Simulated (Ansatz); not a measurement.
# Relaxing ZrC/ZrN superlattice along [111] (378 atoms), part 2 of 2

Wanted: the relaxed structure of ZrC/ZrN superlattice along [111] (378 atoms) and its electronic structure.

Ansatz 0.2.0; Kohn-Sham DFT, PBE, PAW (set soft_2), plane waves.

The cell: 189 Zr, 108 C and 81 N. The host structure and its lattice constant were typed by rule, without a check against the phase diagram.

So far. Step 3 (Cell and atoms relaxed): The relaxation changed the energy by -12.8 meV/atom, and atoms moved by 0.051 Å r.m.s., 0.13 Å at most.

### 5. Single point at the relaxed geometry

The electronic structure is read at the final geometry, in a run of its own.

Input file input.yaml:

```yaml
crystal:
  lattice:
    - [9.89426, 1.0e-05, 1.0e-05]
    - [-4.94712, 8.56868, -2.0e-05]
    - [7.0e-05, -0.0001, 56.43127]
  atoms:
    - { symbol: Zr, position: [0.66658, 0.66662, 0.00188] }
    - { symbol: C, position: [0.88883, 0.77775, 0.02466] }
    - { symbol: Zr, position: [0.77769, 0.88885, 0.04985] }
    - { symbol: C, position: [0.99992, 0.99996, 0.07342] }
    - { symbol: Zr, position: [0.66658, 0.33327, 0.00187] }
    - { symbol: C, position: [0.88883, 0.44442, 0.02466] }
    - { symbol: Zr, position: [0.7777, 0.55551, 0.04985] }
    - { symbol: C, position: [0.99992, 0.66663, 0.07342] }
    - { symbol: Zr, position: [0.88881, 0.77773, 0.09794] }
    - { symbol: C, position: [0.11102, 0.88884, 0.12191] }
    - { symbol: Zr, position: [0.66657, 0.99993, 0.00187] }
    - { symbol: C, position: [0.88883, 0.11108, 0.02466] }
    - { symbol: Zr, position: [0.77771, 0.22219, 0.04985] }
    - { symbol: C, position: [0.99992, 0.33329, 0.07342] }
    - { symbol: Zr, position: [0.88881, 0.4444, 0.09793] }
    - { symbol: C, position: [0.11102, 0.55551, 0.12191] }
    - { symbol: Zr, position: [0.88881, 0.11108, 0.09794] }
    - { symbol: C, position: [0.11103, 0.22217, 0.12192] }
    - { symbol: Zr, position: [0.33327, 0.66662, 0.00187] }
    - { symbol: C, position: [0.55549, 0.77774, 0.02466] }
    - { symbol: Zr, position: [0.44437, 0.88885, 0.04985] }
    - { symbol: C, position: [0.66659, 0.99996, 0.07341] }
    - { symbol: Zr, position: [0.33329, 0.33331, 0.00188] }
    - { symbol: C, position: [0.55548, 0.44442, 0.02466] }
    - { symbol: Zr, position: [0.44438, 0.55553, 0.04985] }
    - { symbol: C, position: [0.66659, 0.66662, 0.07342] }
    - { symbol: Zr, position: [0.55547, 0.77774, 0.09794] }
    - { symbol: C, position: [0.7777, 0.88885, 0.12191] }
    - { symbol: Zr, position: [0.33326, 0.99995, 0.00189] }
    - { symbol: C, position: [0.55547, 0.11108, 0.02466] }
    - { symbol: Zr, position: [0.44438, 0.22219, 0.04985] }
    - { symbol: C, position: [0.66659, 0.33329, 0.07342] }
    [... 340 atom lines left out ...]
    - { symbol: Zr, position: [0.11102, 0.22216, 0.90801] }
    - { symbol: "N", position: [0.33329, 0.3333, 0.93089] }
    - { symbol: Zr, position: [0.22215, 0.44445, 0.95402] }
    - { symbol: "N", position: [0.4444, 0.55553, 0.9774] }
    - { symbol: Zr, position: [0.22222, 0.11112, 0.95402] }
    - { symbol: "N", position: [0.44438, 0.22223, 0.9774] }
kpoints:
  mp_grid: { grid: [2, 2, 1] }
hamiltonian:
  xc: pbe
scf:
  occupations: { method: fermi_dirac, width: 0.05 }
output:
  forces: true
  stress: true
  populations: true
  dos:
    method: { smearing: { sigma: 0.15 } }
    de: 0.1
    projected: { site_lists: { C: [C], "N": ["N"], Zr: [Zr] } }
  eigenvalues: true
  write_density: true
  write_potential: true
  volumetric_format: npy
```

Started as:

```sh
$ ansatz run input.yaml --threads 32 --pin off --max-ram 143360MiB --backend cuda --events-out ev --progress --plain --runs-dir out
```

Log:

```text
[...]
GPU FFT provider: cuFFT
GPU libraries: cuBLAS 13.8.1, cuFFT 12.4.0, cuSOLVER 12.3.2
[...]
Crystal: 378 atoms, lattice volume = 4784.288 Å³
Basis set: ecut = 420 eV, 93669 PW (Γ), exchange–correlation on 144×144×768 points (8 copies of the dense FFT grid, shifted against one another)
Bands: 1931, of which v1, the nominal top of the filled ones, is band 1553 counted from 1 (1552 counted from 0)
Symmetry: 1 space group operations
[...]
k-points: 4
[...]
GPU buffer pool allocated for 1990656 grid points (all kernels)
[...]
SCF iter   1: F=—  HF=-849418.917834 eV  |F-HF|=—  |Δ(HF+E_count)|=         —  Δρ=2.78e-3  dr2=1.67e1  ethr=1.77e-3  ⟨swp⟩=5.0  Hψ=27821  notcnv=0  defer=492
[...]
SCF iter  13: F=-849418.706179 eV  HF=-849418.706179 eV  |F-HF|=3.14e-8  |Δ(HF+E_count)|=   6.05e-9  Δρ=2.13e-7  dr2=3.31e-8  ethr=3.22e-12  ⟨swp⟩=6.2  Hψ=32497  notcnv=0
SCF 1 converged in 13 iterations: F = -849418.706179 eV  dr2 = 3.31e-8
[...]
SCF converged after 13 iterations
Free energy (F): -849418.706179 eV
[...]
Internal energy: -849417.996025 eV  (E = F + TS)
E sigma→0 (E₀):  -849418.351102 eV
Entropy (-TS):   -0.710154 eV (-1.879 meV/atom)
Fermi energy:    15.953492 eV
[...]
--- Forces (eV/Å), atoms counted from 1 ---
[... 378 lines of forces left out ...]
  max |Σ_I F_I| component: 2.36e-6 eV/Å
--- Stress (GPa, compression-positive) ---
       -0.020960      -0.000414      -0.000545
       -0.000414      -0.020926       0.000338
       -0.000545       0.000338       0.036134
  P = ⅓ Tr σ = -0.0019 GPa (-0.019 kbar)
--- Band table (eV) ---
[... left out ...]
--- Löwdin populations: 378 sites ---
  site symbol       q [e]
[... 378 lines, one an atom, left out ...]
  spilling = 0.003157 (of n_electrons = 3105.000000)
```

Wall time 22 s (1 × NVIDIA GB200 with 32 threads of Arm Neoverse V2, shared host); peak memory 15 GiB.

That memory is the host's; the program planned up to 164 GiB on the GPU.

Read from the output:

```
free energy                             : -849418.7062 eV
free energy per atom                    : -2247.1394 eV/atom
SCF cycles                              : 13
pressure                                : -0.001918 GPa
r.m.s. force component                  : 0.00396 eV/Å
longest force                           : 0.02366 eV/Å
Fermi energy                            : 15.95 eV
levels partly filled by over 2 per cent : 69
spilling of the projection              : 0.003157
```

Löwdin charges by element and coordination (they lack the spilled electrons, 0.026 e an atom on average):

```
element  coordination  atoms  mean charge (e)  spread   least    most
      C           all    108           -0.733  0.0131  -0.762  -0.725
      N           all     81           -0.727  0.0102  -0.740  -0.713
     Zr           all    189            0.782  0.0165   0.767   0.817
```

By region:

```
region  atoms  mean length of the force (eV/Å)
   ZrC    216                            0.003
   ZrN    162                            0.008
```

Density of states as counts of states in windows of 1 eV (from the Fermi level), total and some projections:

```
from (eV)  to (eV)  total   Zr d    C p    N p   C s  Zr s   N s
      -18      -17    0.0    0.0    0.0    0.0   0.0   0.0   0.0
      -17      -16    0.6    0.0    0.0    0.0   0.0   0.3   0.3
      -16      -15   58.5   10.2    0.0    0.1   0.0   8.2  38.2
      -15      -14  102.3   14.7    0.0    0.1   0.0   6.5  76.2
      -14      -13    0.4    0.0    0.0    0.0   0.0   0.0   0.4
      -13      -12    0.0    0.0    0.0    0.0   0.0   0.0   0.0
      -12      -11    1.5    0.0    0.0    0.0   0.6   0.9   0.0
      -11      -10   30.5    3.8    0.3    0.1  15.0  10.3   0.1
      -10       -9  144.8   36.4    1.1    0.1  86.9  14.8   0.2
       -9       -8   39.2    6.1    0.3    0.0  28.6   2.1   0.0
       -8       -7    5.2    1.8    0.0    2.5   0.0   0.7   0.0
       -7       -6   69.9   20.9    0.3   38.5   0.1   8.3   0.7
       -6       -5  142.3   42.9    3.9   83.5   0.4   7.7   1.0
       -5       -4  268.5   84.0   26.6  139.7   1.5   7.8   1.4
       -4       -3  164.4   50.8   56.2   42.1   2.1   9.0   0.2
       -3       -2  330.3  137.6  168.3    8.0   2.8   2.8   0.2
       -2       -1  146.3   71.7   62.3    7.3   1.1   0.6   0.2
       -1        0   85.2   45.3   28.4    8.6   0.1   0.3   0.3
        0        1  108.8   74.6   18.1   11.2   0.6   1.0   0.6
        1        2  147.4  111.2   17.3   12.2   0.7   1.7   0.9
        2        3  223.9  176.8   17.3   17.4   1.4   3.8   2.7
```

Between -26 and -18 eV lie 223 more states.

Not all projections were asked for or kept, so they needn't add up to the total.

The levels nearest the highest filled one (over half full), pooled over k-points and spins:

```
level less the highest filled one (eV)  occupation
                               -6.0e-4        1.46
                               -5.0e-4        1.46
                               -5.0e-4        1.46
                               -3.0e-4        1.46
                                     0        1.46
                                     0        1.46
                                0.0581        0.91
                                0.0886       0.624
                                0.0887       0.623
                                0.0887       0.623
                                0.0944       0.576
                                0.0944       0.575
```

Planar average of the electrostatic potential energy along the normal, with the Fermi level as zero, after a running mean with a triangular window 4 Å wide at its base:

```
height (Å)  potential energy (eV)
       0.0                 -10.92
       1.6                  -9.62
       3.2                  -9.89
       4.8                  -9.49
       6.5                  -9.27
       8.1                  -9.99
       9.7                  -9.17
      11.3                  -9.78
      12.9                  -9.27
      14.4                  -9.33
      16.0                  -9.69
      17.6                  -9.14
      19.3                  -9.99
      20.9                  -9.15
      22.5                  -9.46
      24.1                  -9.59
      25.7                  -9.22
      27.3                 -10.10
      29.0                  -9.39
      30.6                  -9.83
      32.2                 -10.28
      33.8                 -10.29
      35.4                 -11.58
      37.0                 -11.21
      38.6                 -11.16
      40.3                 -11.39
      41.9                 -11.15
      43.4                 -11.73
      45.0                 -11.02
      46.6                 -11.30
      48.2                 -11.55
      49.8                 -10.93
      51.4                 -11.68
      53.1                 -11.21
      54.7                 -10.61
      56.3                 -10.85
```

Mean Löwdin charges: C -0.73, N -0.73, Zr +0.78 e (they miss 0.32 % of the electrons, so they add up to more than the cell's charge). Within 0.4 eV of the Fermi level the largest share is Zr d (59 % of the projected weight).

The surroundings of Zr89, picked at random, nearest first, numbered as they follow in the input and with coordinates relative to it.

```
 atom      x      y      z  distance (Å)  bonds  Löwdin charge (e)
 Zr89   0.00   0.00   0.00          0.00      6               0.77
  C88   1.65  -0.95  -1.36          2.34      6              -0.72
 C124  -1.65  -0.95  -1.36          2.34      6              -0.72
  C82   0.00   1.90  -1.36          2.34      6              -0.72
 C132   0.00  -1.90   1.36          2.34      6              -0.72
 C126  -1.65   0.95   1.36          2.34      6              -0.72
  C90   1.65   0.95   1.36          2.34      6              -0.72
Zr101  -1.65   2.86   0.00          3.30      6               0.77
Zr125  -3.30   0.00   0.00          3.30      6               0.77
Zr131  -1.65  -2.86   0.00          3.30      6               0.77
Zr173   1.65   2.86   0.00          3.30      6               0.77
 Zr95   1.65  -2.86   0.00          3.30      6               0.77
Zr163   3.30   0.00   0.00          3.30      6               0.77
```

### 6. Results

```json
{
  "energy change in the relaxation": "-12.85 meV/atom",
  "r.m.s. displacement": "0.051 Å",
  "largest displacement": "0.134 Å",
  "free energy per atom": "-2247.1394 eV/atom",
  "density": "6.828 g/cm³",
  "pressure": "-0.001918 GPa",
  "r.m.s. force component": "0.00396 eV/Å",
  "wall time of the 3 DFT runs": "1.8 min"
}
```

**Reading.** Relaxation lowers the energy by 12.8 meV/atom and moves atoms by 0.051 Å r.m.s.; the r.m.s. force component goes from 0.34 to 0.0040 eV/Å, the pressure goes from -0.95 to -0.0019 GPa. Displacements are taken in the final cell, so they leave out its strain. By the final cutoffs no bond was broken or made. The cell shrank by 0.5 % in volume. First to last step the energy falls by 4.856 eV, across changes of basis; the largest move, 0.13 Å, is that of Zr55 and 1 other atom alike. The Zr-C bonds change most in mean length: from 2.349 Å (spread 0.028) to 2.340 Å (spread 0.018). Counting bonds as in the table, all C atoms have 6, all N atoms have 6 and all Zr atoms have 6 bonded neighbours. 69 levels are partly filled, by over 2 % (on the run's k-points): no clear gap opens at this level.

[Long decimals in the printed logs are rounded to 6 places.]

[Logs are printed without paths, hosts, clocks, repeated set-up lines and the standing remarks that a program may print on its own settings, such as how far it seeks lower states.]

[Hosts, paths, dates, database ids (printed as entryN), source tags and the programs' standing remarks are cut or masked in the printed files.]

[A walk said to have stopped at its limit may instead have ended on an SCF cycle that didn't converge.]
